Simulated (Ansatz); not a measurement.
# Hf3Rh: relaxing a made-up structure

Starting from a made-up structure for Hf3Rh, the aim is the relaxed cell, its shortest contacts and, where a second run follows, its electronic structure.

Main program and level: Ansatz 0.2.0; DFT, PBE, plane-wave PAW, files of the set soft_1, scalar-relativistic, no spin, cell and ions relaxed at zero pressure; PAW set soft_1.

**1. The structure**

The structure is cubic, space group Pm-3m (No. 221). The conventional cell has a = 4.346 Å, b = 4.346 Å, c = 4.346 Å, α = 90.00°, β = 90.00°, γ = 90.00°. Nearest to Hf lie 8 Hf at 3.07 Å and 4 Rh at 3.07 Å. Rh has 12 Hf at 3.07 Å nearest. Farther neighbours are not listed.

**2. Relaxation of the guess**

The guess takes its coordinates from another compound and its volume from a rule, so the cell and any free coordinates are relaxed together.

File input.yaml:

```yaml
crystal:
  lattice:
    - [4.346, 0.0, 0.0]
    - [0.0, 4.346, 0.0]
    - [0.0, 0.0, 4.346]
  atoms:
    - { symbol: Hf, position: [0.0, 0.0, 0.5] }
    - { symbol: Hf, position: [0.0, 0.5, 0.0] }
    - { symbol: Hf, position: [0.5, 0.0, 0.0] }
    - { symbol: Rh, position: [0.5, 0.5, 0.5] }
kpoints:
  mp_grid: { grid: [6, 6, 6] }
scf:
  occupations: { method: fermi_dirac, width: 0.05 }
hamiltonian:
  xc: pbe
  pseudopotentials: { kind: paw, azcp: { folder: soft_1 } }
relax:
  f_tol: 0.015
  max_steps: 70
  cell: {}
output:
  forces: true
  stress: true
```

Launch:

```bash
$ ansatz run input.yaml --threads 4 --pin off --max-ram 10240MiB --backend cpu --events-out ev --progress --plain --runs-dir out
```

Numbers of over 12 decimals in the logs are rounded to 6 here.

The program printed:

```text
Engine: ansatz 0.2.0, aarch64-unknown-linux-gnu
Pseudopotentials: kind: paw
Pseudopotential: Hf, paw, valence charge 26, recommended cutoff 420 eV (normal), soft_1/Hf.paw.azcp
Pseudopotential: Rh, paw, valence charge 17, recommended cutoff 420 eV (normal), soft_1/Rh.paw.azcp
Functional definition: PBE
  parameter kappa = 0.804
  parameter beta = 0.066725
  exchange = pbe_x(kappa = kappa, mu = beta*pi^2/3)
  correlation = pbe_c(beta = beta)
Crystal: 4 atoms, lattice volume = 82.086 Å³
Basis set: ecut = 420 eV, 1575 PW (Γ), exchange–correlation on 60×60×60 points (8 copies of the dense FFT grid, shifted against one another)
Bands: 57, of which v1, the nominal top of the filled ones, is band 48 counted from 1 (47 counted from 0)
Symmetry: 48 space group operations
Space group: Pm-3m (ITA 221), of the structure as read, at distance tolerance 4.3e-5 Å
k-points: 20 of 216
Non-local potential: Hf, projectors of the file, l = 0: 3, l = 1: 2, l = 2: 2, l = 3: 3
Non-local potential: Rh, projectors of the file, l = 0: 3, l = 1: 2, l = 2: 2, l = 3: 1
PAW form: soft (Blöchl's): semilocal exchange-correlation on the pseudo side does not see the compensation charge
PAW one-centre angular grid: Hf, 590 points (default); XC on 64 Gauss nodes
PAW one-centre angular grid: Rh, 590 points (default); XC on 64 Gauss nodes
Initial density: superposition of atomic densities (chi_scale 0.1, normalization cell, long waves kept (reshape's long-wave potential 0.00 eV rms))
Initial wavefunctions: pseudopotential atomic-orbital guess
Functional: x = pbe(κ = 0.804, μ = 0.219515), c = pbe(β = 0.066725)
SCF iter   1: F=—  HF=-53595.071242 eV  |F-HF|=—  |Δ(HF+E_count)|=         —  Δρ=3.80e-1  dr2=2.76e2  ethr=3.10e-3  ⟨swp⟩=5.0  Hψ=3342  notcnv=0  defer=2
preconditioner: auto → Kerker (q_TF=auto, 2.796 Å⁻¹)  [metal: Δε(μ)=0.020 eV  Ē_g=17.381 eV  σ=0.050 eV  W_gap=0.10  n_scr=26 (ndim 8)  ℏωp=36.9 eV  f_vac=0.000  D(μ)=5.55/eV (n_scr^D=56)]
SCF iter   2: F=—  HF=-53570.431697 eV  |F-HF|=—  |Δ(HF+E_count)|=    2.46e1  Δρ=5.05e-2  dr2=5.34e0  ethr=3.10e-3  ⟨swp⟩=4.0  Hψ=2815  notcnv=0  defer=30
SCF iter   3: F=—  HF=-53570.262359 eV  |F-HF|=—  |Δ(HF+E_count)|=   1.69e-1  Δρ=2.18e-2  dr2=4.58e-1  ethr=3.10e-3  ⟨swp⟩=2.0  Hψ=1451  notcnv=0  defer=34
SCF iter   4: F=—  HF=-53570.363076 eV  |F-HF|=—  |Δ(HF+E_count)|=   1.01e-1  Δρ=1.18e-2  dr2=1.00e-1  ethr=4.82e-4  ⟨swp⟩=2.4  Hψ=2197  notcnv=0  defer=37
SCF iter   5: F=—  HF=-53570.268299 eV  |F-HF|=—  |Δ(HF+E_count)|=   9.48e-2  Δρ=4.83e-3  dr2=2.10e-2  ethr=1.06e-4  ⟨swp⟩=2.1  Hψ=2286  notcnv=0  defer=41
SCF iter   6: F=—  HF=-53570.266710 eV  |F-HF|=—  |Δ(HF+E_count)|=   1.59e-3  Δρ=2.33e-3  dr2=6.15e-3  ethr=2.21e-5  ⟨swp⟩=2.0  Hψ=2068  notcnv=0  defer=41
SCF iter   7: F=—  HF=-53570.265336 eV  |F-HF|=—  |Δ(HF+E_count)|=   1.37e-3  Δρ=4.20e-4  dr2=2.21e-4  ethr=6.47e-6  ⟨swp⟩=2.1  Hψ=1370  notcnv=0  defer=34
SCF iter   8: F=—  HF=-53570.265323 eV  |F-HF|=—  |Δ(HF+E_count)|=   1.36e-5  Δρ=1.21e-4  dr2=1.32e-5  ethr=2.33e-7  ⟨swp⟩=2.1  Hψ=2059  notcnv=0  defer=34
SCF iter   9: F=—  HF=-53570.265402 eV  |F-HF|=—  |Δ(HF+E_count)|=   7.90e-5  Δρ=2.35e-5  dr2=2.97e-7  ethr=1.39e-8  ⟨swp⟩=2.1  Hψ=1797  notcnv=0  defer=34
SCF iter  10: F=—  HF=-53570.265402 eV  |F-HF|=—  |Δ(HF+E_count)|=   3.38e-7  Δρ=1.40e-5  dr2=2.45e-7  ethr=1.05e-10  ⟨swp⟩=6.0  Hψ=4922  notcnv=0
SCF iter  11: F=-53570.265402 eV  HF=-53570.265402 eV  |F-HF|=3.25e-9  |Δ(HF+E_count)|=   2.70e-8  Δρ=2.09e-6  dr2=4.46e-9  ethr=1.05e-10  ⟨swp⟩=3.3  Hψ=4473  notcnv=0
SCF 1 converged in 11 iterations: F = -53570.265402 eV  dr2 = 4.46e-9
  greatest PAW one-centre occupation: 1.000 electrons in one spin orbital (limit 2), on the Rh atom at site 3 (counted from 0), in its partial waves of l = 0
relax step   1: F+E_penalty+E_count = -53570.26540198 eV  Δ(F+E_penalty+E_count) = +0.000e0 eV  max|allowed force component| = 2.853e-29 eV/Å  Δτ_max = 0.0000 Å  P = -4.354 GPa  Ω = 82.086 Å³  (11 SCF iters, dr2 threshold 1.00e-7 eV, accepted)
Crystal: 4 atoms, lattice volume = 74.009 Å³
Basis set: ecut = 420 eV, 1419 PW (Γ), exchange–correlation on 60×60×60 points (8 copies of the dense FFT grid, shifted against one another)
Initial density: handed on by an earlier stage of this run
Initial wavefunctions: those handed on with the density
iter 1 solved again at ethr=2.67e-3 eV; its pass at ethr=3.10e-3 eV (dr2=2.53e0 eV) is discarded
SCF iter   1: F=—  HF=-53570.393603 eV  |F-HF|=—  |Δ(HF+E_count)|=         —  Δρ=3.92e-2  dr2=2.53e0  ethr=2.67e-3  ⟨swp⟩=1.0  Hψ=5059  notcnv=0
preconditioner: auto → Kerker (q_TF=auto, 2.844 Å⁻¹)  [metal: Δε(μ)=0.020 eV  Ē_g=16.048 eV  σ=0.050 eV  W_gap=0.10  n_scr=26 (ndim 8)  ℏωp=38.8 eV  f_vac=0.000  D(μ)=6.83/eV (n_scr^D=80)]
SCF iter   2: F=—  HF=-53570.228234 eV  |F-HF|=—  |Δ(HF+E_count)|=   1.65e-1  Δρ=1.97e-2  dr2=7.35e-1  ethr=2.67e-3  ⟨swp⟩=1.8  Hψ=1178  notcnv=0
SCF iter   3: F=—  HF=-53570.153697 eV  |F-HF|=—  |Δ(HF+E_count)|=   7.45e-2  Δρ=3.62e-3  dr2=3.06e-2  ethr=7.73e-4  ⟨swp⟩=2.0  Hψ=1382  notcnv=0  defer=7
SCF iter   4: F=—  HF=-53570.149801 eV  |F-HF|=—  |Δ(HF+E_count)|=   3.90e-3  Δρ=1.06e-3  dr2=4.17e-4  ethr=3.22e-5  ⟨swp⟩=2.1  Hψ=1871  notcnv=0  defer=12
SCF iter   5: F=—  HF=-53570.149463 eV  |F-HF|=—  |Δ(HF+E_count)|=   3.38e-4  Δρ=3.58e-4  dr2=7.64e-5  ethr=4.39e-7  ⟨swp⟩=3.0  Hψ=2244  notcnv=0  defer=12
SCF iter   6: F=—  HF=-53570.149410 eV  |F-HF|=—  |Δ(HF+E_count)|=   5.34e-5  Δρ=1.60e-4  dr2=2.01e-5  ethr=8.04e-8  ⟨swp⟩=2.0  Hψ=1962  notcnv=0  defer=12
SCF iter   7: F=—  HF=-53570.149373 eV  |F-HF|=—  |Δ(HF+E_count)|=   3.68e-5  Δρ=5.19e-5  dr2=2.70e-6  ethr=2.12e-8  ⟨swp⟩=2.3  Hψ=2011  notcnv=0  defer=12
SCF iter   8: F=-53570.149373 eV  HF=-53570.149373 eV  |F-HF|=8.51e-8  |Δ(HF+E_count)|=   3.61e-7  Δρ=1.32e-5  dr2=1.48e-7  ethr=4.21e-10  ⟨swp⟩=5.4  Hψ=4862  notcnv=0
SCF 2 converged in 8 iterations: F = -53570.149373 eV  dr2 = 1.48e-7
relax step   2: F+E_penalty+E_count = -53570.14937276 eV  Δ(F+E_penalty+E_count) = +1.160e-1 eV  max|allowed force component| = 1.367e-29 eV/Å  Δτ_max = 0.0000 Å  P = +10.317 GPa  Ω = 74.009 Å³  energy of the carried Pulay correction = +3.000e-3 eV  (8 SCF iters, dr2 threshold 4.00e-7 eV, rejected (line search))
Crystal: 4 atoms, lattice volume = 79.511 Å³
Basis set: ecut = 420 eV, 1551 PW (Γ), exchange–correlation on 60×60×60 points (8 copies of the dense FFT grid, shifted against one another)
iter 1 solved again at ethr=1.22e-3 eV; its pass at ethr=3.10e-3 eV (dr2=1.16e0 eV) is discarded
SCF iter   1: F=—  HF=-53570.433747 eV  |F-HF|=—  |Δ(HF+E_count)|=         —  Δρ=2.52e-2  dr2=1.16e0  ethr=1.22e-3  ⟨swp⟩=1.1  Hψ=4834  notcnv=0
preconditioner: auto → Kerker (q_TF=auto, 2.810 Å⁻¹)  [metal: Δε(μ)=0.081 eV  Ē_g=15.927 eV  σ=0.050 eV  W_gap=0.36  n_scr=26 (ndim 8)  ℏωp=37.5 eV  f_vac=0.000  D(μ)=6.49/eV (n_scr^D=80)]
SCF iter   2: F=—  HF=-53570.339567 eV  |F-HF|=—  |Δ(HF+E_count)|=   9.42e-2  Δρ=1.14e-2  dr2=2.90e-1  ethr=1.22e-3  ⟨swp⟩=1.9  Hψ=1269  notcnv=0
SCF iter   3: F=—  HF=-53570.307312 eV  |F-HF|=—  |Δ(HF+E_count)|=   3.23e-2  Δρ=2.05e-3  dr2=7.71e-3  ethr=3.05e-4  ⟨swp⟩=1.9  Hψ=1387  notcnv=0  defer=4
SCF iter   4: F=—  HF=-53570.305872 eV  |F-HF|=—  |Δ(HF+E_count)|=   1.44e-3  Δρ=6.16e-4  dr2=3.48e-4  ethr=8.11e-6  ⟨swp⟩=2.0  Hψ=2139  notcnv=0  defer=5
SCF iter   5: F=—  HF=-53570.305833 eV  |F-HF|=—  |Δ(HF+E_count)|=   3.93e-5  Δρ=2.19e-4  dr2=5.78e-5  ethr=3.66e-7  ⟨swp⟩=2.5  Hψ=2055  notcnv=0  defer=5
SCF iter   6: F=—  HF=-53570.305760 eV  |F-HF|=—  |Δ(HF+E_count)|=   7.31e-5  Δρ=1.14e-4  dr2=1.02e-5  ethr=6.08e-8  ⟨swp⟩=2.2  Hψ=2040  notcnv=0  defer=5
SCF iter   7: F=—  HF=-53570.305823 eV  |F-HF|=—  |Δ(HF+E_count)|=   6.32e-5  Δρ=3.14e-5  dr2=1.18e-6  ethr=1.07e-8  ⟨swp⟩=2.0  Hψ=2022  notcnv=0  defer=5
SCF iter   8: F=—  HF=-53570.305819 eV  |F-HF|=—  |Δ(HF+E_count)|=   4.19e-6  Δρ=9.06e-6  dr2=7.47e-8  ethr=1.24e-9  ⟨swp⟩=2.0  Hψ=1897  notcnv=0  defer=5
SCF iter   9: F=—  HF=-53570.305819 eV  |F-HF|=—  |Δ(HF+E_count)|=   3.93e-8  Δρ=2.03e-6  dr2=3.28e-9  ethr=7.86e-11  ⟨swp⟩=2.1  Hψ=1869  notcnv=0  defer=5
SCF iter  10: F=—  HF=-53570.305819 eV  |F-HF|=—  |Δ(HF+E_count)|=  2.55e-10  Δρ=6.54e-7  dr2=5.26e-10  ethr=3.45e-12  ⟨swp⟩=2.6  Hψ=1962  notcnv=0  defer=5
SCF iter  11: F=-53570.305819 eV  HF=-53570.305819 eV  |F-HF|=7.28e-12  |Δ(HF+E_count)|=  8.00e-11  Δρ=1.62e-7  dr2=2.37e-11  ethr=1.00e-12  ⟨swp⟩=4.4  Hψ=5498  notcnv=0
SCF 3 converged in 11 iterations: F = -53570.305819 eV  dr2 = 2.37e-11
relax step   3: F+E_penalty+E_count = -53570.30581859 eV  Δ(F+E_penalty+E_count) = -4.042e-2 eV  max|allowed force component| = 2.222e-29 eV/Å  Δτ_max = 0.0000 Å  P = -0.457 GPa  Ω = 79.511 Å³  energy of the carried Pulay correction = +9.238e-4 eV  (11 SCF iters, accepted)
Crystal: 4 atoms, lattice volume = 79.220 Å³
iter 1 solved again at ethr=3.44e-6 eV; its pass at ethr=3.10e-3 eV (dr2=3.27e-3 eV) is discarded
SCF iter   1: F=—  HF=-53570.306590 eV  |F-HF|=—  |Δ(HF+E_count)|=         —  Δρ=1.35e-3  dr2=3.29e-3  ethr=3.44e-6  ⟨swp⟩=1.8  Hψ=3599  notcnv=0
preconditioner: auto → Kerker (q_TF=auto, 2.812 Å⁻¹)  [metal: Δε(μ)=0.028 eV  Ē_g=15.931 eV  σ=0.050 eV  W_gap=0.14  n_scr=26 (ndim 8)  ℏωp=37.5 eV  f_vac=0.000  D(μ)=6.81/eV (n_scr^D=80)]
SCF iter   2: F=—  HF=-53570.306360 eV  |F-HF|=—  |Δ(HF+E_count)|=   2.30e-4  Δρ=6.36e-4  dr2=8.58e-4  ethr=3.44e-6  ⟨swp⟩=1.1  Hψ=1142  notcnv=0
SCF iter   3: F=—  HF=-53570.306269 eV  |F-HF|=—  |Δ(HF+E_count)|=   9.14e-5  Δρ=1.14e-4  dr2=2.79e-5  ethr=9.04e-7  ⟨swp⟩=1.5  Hψ=1160  notcnv=0
SCF iter   4: F=—  HF=-53570.306324 eV  |F-HF|=—  |Δ(HF+E_count)|=   5.51e-5  Δρ=6.57e-5  dr2=3.11e-6  ethr=2.94e-8  ⟨swp⟩=2.2  Hψ=2087  notcnv=0
iter 5 did not close the SCF: its close was put off for the readings that it lacked (scf_convergence_deferred on its scf_iter line)
SCF iter   5: F=-53570.306320 eV  HF=-53570.306320 eV  |F-HF|=6.02e-8  |Δ(HF+E_count)|=   3.81e-6  Δρ=1.88e-5  dr2=2.36e-7  ethr=3.28e-9  ⟨swp⟩=2.1  Hψ=2101  notcnv=0
SCF iter   6: F=-53570.306320 eV  HF=-53570.306320 eV  |F-HF|=3.20e-8  |Δ(HF+E_count)|=   3.53e-8  Δρ=2.93e-6  dr2=5.95e-9  ethr=2.48e-10  ⟨swp⟩=3.4  Hψ=4903  notcnv=0
SCF 4 converged in 6 iterations: F = -53570.306320 eV  dr2 = 5.95e-9
relax step   4: F+E_penalty+E_count = -53570.30632042 eV  Δ(F+E_penalty+E_count) = -5.018e-4 eV  max|allowed force component| = 2.538e-29 eV/Å  Δτ_max = 0.0000 Å  P = +0.025 GPa  Ω = 79.220 Å³  energy of the carried Pulay correction = +1.030e-3 eV  (6 SCF iters, dr2 threshold 4.00e-7 eV, accepted)
Initial wavefunctions: pseudopotential atomic-orbital guess (no wavefunctions were taken with the density)
iter 1 solved again at ethr=3.88e-9 eV; its pass at ethr=3.10e-3 eV (dr2=3.69e-6 eV) is discarded
SCF iter   1: F=—  HF=-53570.305274 eV  |F-HF|=—  |Δ(HF+E_count)|=         —  Δρ=5.19e-5  dr2=3.49e-7  ethr=3.88e-9  ⟨swp⟩=6.1  Hψ=8576  notcnv=0
preconditioner: auto → Kerker (q_TF=auto, 2.812 Å⁻¹)  [metal: Δε(μ)=0.031 eV  Ē_g=15.930 eV  σ=0.050 eV  W_gap=0.15  n_scr=26 (ndim 8)  ℏωp=37.5 eV  f_vac=0.000  D(μ)=6.79/eV (n_scr^D=80)]
SCF iter   2: F=—  HF=-53570.305332 eV  |F-HF|=—  |Δ(HF+E_count)|=   5.73e-5  Δρ=3.79e-5  dr2=5.04e-7  ethr=3.67e-10  ⟨swp⟩=3.3  Hψ=2592  notcnv=0
SCF iter   3: F=—  HF=-53570.305331 eV  |F-HF|=—  |Δ(HF+E_count)|=   4.04e-8  Δρ=2.03e-5  dr2=1.14e-7  ethr=3.67e-10  ⟨swp⟩=2.0  Hψ=1959  notcnv=0
SCF iter   4: F=—  HF=-53570.305332 eV  |F-HF|=—  |Δ(HF+E_count)|=   3.58e-8  Δρ=4.20e-6  dr2=6.43e-9  ethr=1.20e-10  ⟨swp⟩=3.0  Hψ=2132  notcnv=0
SCF iter   5: F=—  HF=-53570.305332 eV  |F-HF|=—  |Δ(HF+E_count)|=   1.52e-9  Δρ=7.55e-7  dr2=2.40e-10  ethr=6.77e-12  ⟨swp⟩=2.1  Hψ=2078  notcnv=0
SCF iter   6: F=-53570.305332 eV  HF=-53570.305332 eV  |F-HF|=2.18e-11  |Δ(HF+E_count)|=  8.00e-11  Δρ=1.86e-7  dr2=3.42e-11  ethr=1.00e-12  ⟨swp⟩=7.5  Hψ=5742  notcnv=0
SCF 5 converged in 6 iterations: F = -53570.305332 eV  dr2 = 3.42e-11
relax step   5: F+E_penalty+E_count = -53570.30533154 eV  Δ(F+E_penalty+E_count) = +9.889e-4 eV  max|allowed force component| = 4.497e-29 eV/Å  Δτ_max = 0.0000 Å  P = +0.020 GPa  Ω = 79.220 Å³  stress off target by 1.96e-2 GPa  SCF on the basis re-selected at this cell (its energy is not comparable with the rows above)  (6 SCF iters)
basis re-selected at this cell: Δ(F+E_penalty+E_count) = +9.889e-4 eV, ΔP = -0.005 GPa vs the last step (what re-selecting the basis moved, of the pressure what is left beyond the Pulay correction that the steps carried, after the strain that the cell walked since its last selection, with what the two solves' SCF thresholds leave and, on support functions, any second-order correction that the steps lacked; it is no m [...]
SCF converged after 6 iterations
Free energy (F): -53570.305332 eV
Harris-Foulkes:  -53570.305332 eV  (|F-HF|=2.18e-11)
Internal energy: -53570.251460 eV  (E = F + TS)
E sigma→0 (E₀):  -53570.278396 eV
Entropy (-TS):   -0.053871 eV (-13.468 meV/atom)
Fermi energy:    19.052629 eV
--- Per-component energies (eV) ---
  E_band       = -75.310859
  E_kinetic    = 1766.350794
  E_local      = -20252.021972  (includes V_loc(G=0)·N_el)
  E_nonlocal   = 471.250710
  E_hartree    = 9711.184110
  E_xc         = -1002.842668
  E_vxc        = -1019.341559  (∫ρ·V_xc dr)
  E_paw        = -26692.868936  (= ΣΔE_a)
  E_vpaw       = -463.917266  (= ΣTr[D̂ρ^β])
  E_aug_tail   = 0.000316  (compensation charges beyond the density's cutoff)
  E_ewald      = -17571.303816
  E_smearing   = -0.053871  (= −TS)
  E_closure    = 0.000000  (closes the sum)
  Σ components = -53570.305332   (vs F -53570.305332, Δ=0.00e0)
--- Forces (eV/Å), atoms counted from 1 ---
  atom   1  Hf     0.00000000     0.00000000     0.00000000
  atom   2  Hf     0.00000000    -0.00000000    -0.00000000
  atom   3  Hf     0.00000000    -0.00000000     0.00000000
  atom   4  Rh    -0.00000000    -0.00000000     0.00000000
  max |Σ_I F_I| component: 5.57e-29 eV/Å
--- Stress (GPa, compression-positive) ---
        0.019599       0.000000       0.000000
        0.000000       0.019599      -0.000000
        0.000000      -0.000000       0.019599
  P = ⅓ Tr σ = 0.0196 GPa (0.196 kbar)
--- Relaxed structure (4 steps of the walk, 3 accepted, 1 SCFs on fresh bases) ---
  F+E_penalty+E_count = -53570.30533154 eV   max|allowed force component| = 4.497e-29 eV/Å   (the final SCF, on the basis selected at the relaxed cell)
  cell:  # Å, volume = 79.2196 Å³
    - [4.294813, 0, 0]
    - [0, 4.294813, 0]
    - [0, 0, 4.294813]
  atoms:
    - { symbol: Hf, position: [0, 0, 0.5] }
    - { symbol: Hf, position: [0, 0.5, 0] }
    - { symbol: Hf, position: [0.5, 0, 0] }
    - { symbol: Rh, position: [0.5, 0.5, 0.5] }
```

Wall time 7.4 s (4 threads of Arm Neoverse V2, shared host); peak memory 0.59 GiB.

The steps of the relaxation:

| step | energy less that of the first step (eV) | largest force component (eV/Å) | pressure (GPa) | volume (Å³) |
| --- | --- | --- | --- | --- |
| 1 | 0.0000 | 0.0000 | -4.35 | 82.09 |
| 2 | 0.1160 | 0.0000 | 10.32 | 74.01 |
| 3 | -0.0404 | 0.0000 | -0.46 | 79.51 |
| 4 | -0.0409 | 0.0000 | 0.02 | 79.22 |
| 5* | -0.0399 | 0.0000 | 0.02 | 79.22 |

Relaxation steps marked * repeat the geometry before them on a plane-wave basis chosen anew for their cell, so energy and pressure can jump there. Relaxation step 2 was tried and not accepted.

The run keeps the 48 symmetry operations that it works with, so distortions that break them were not tested.

| conventional cell, symmetrised | before | after | change |
| --- | --- | --- | --- |
| a (Å) | 4.346 | 4.295 | -1.2 % |
| b (Å) | 4.346 | 4.295 | -1.2 % |
| c (Å) | 4.346 | 4.295 | -1.2 % |
| volume (Å³/atom) | 20.52 | 19.80 | -3.5 % |

The relaxed structure:

```cif
data_structure
_symmetry_space_group_name_H-M 'P 1'
_symmetry_Int_Tables_number 1
_cell_length_a 4.2948
_cell_length_b 4.2948
_cell_length_c 4.2948
_cell_angle_alpha 90.000
_cell_angle_beta 90.000
_cell_angle_gamma 90.000
_cell_volume 79.22
loop_
_atom_site_label
_atom_site_type_symbol
_atom_site_fract_x
_atom_site_fract_y
_atom_site_fract_z
_atom_site_occupancy
Hf1 Hf 0.00000 0.00000 0.50000 1
Hf2 Hf 0.00000 0.50000 0.00000 1
Hf3 Hf 0.50000 0.00000 0.00000 1
Rh4 Rh 0.50000 0.50000 0.50000 1
```

Numbers from this step:

- free energy: -53570.3053 eV
- energy at zero smearing: -53570.2784 eV
- smearing term TS: 0.05387 eV
- Fermi energy: 19.05 eV
- electrons: 95
- symmetry operations: 48
- pressure: 0.01960 GPa

Shortest distances by pair of elements, guess and relaxed (not always the same contact):

| pair | guess (Å) | relaxed (Å) |
| --- | --- | --- |
| Hf–Hf | 3.073 | 3.037 |
| Hf–Rh | 3.073 | 3.037 |
| Rh–Rh | 4.346 | 4.295 |

The relaxation ends with a pressure of 0.02 GPa.

**3. Results**

```
space group, relaxed : Pm-3m
conventional cell    : a = 4.295, b = 4.295, c = 4.295 Å; α = 90.0°, β = 90.0°, γ = 90.0°
volume per atom      : 19.80 Å³ (guess 20.52)
```

In words: Hf3Rh relaxes to Pm-3m with a = 4.295, b = 4.295 and c = 4.295 Å. The guessed volume was 4 % too large. The space group Pm-3m was held in the relaxation, so the end point is a stationary structure within it and may be a saddle against distortions or other arrangements. Mesh and cutoff weren't tested. Spin-orbit coupling is left out, which can matter for elements this heavy. No dispersion term is used, so weakly bound directions may come out too long. The runs have no spin, and magnetism wasn't tested. Nothing here tests whether the compound is stable against decomposition.

[Logs are printed without paths, hosts, clocks, repeated set-up lines and the standing remarks that a program may print on its own settings, such as how far it seeks lower states.]

[Hosts, paths, dates, database ids (printed as entryN), source tags and the programs' standing remarks are cut or masked in the printed files.]
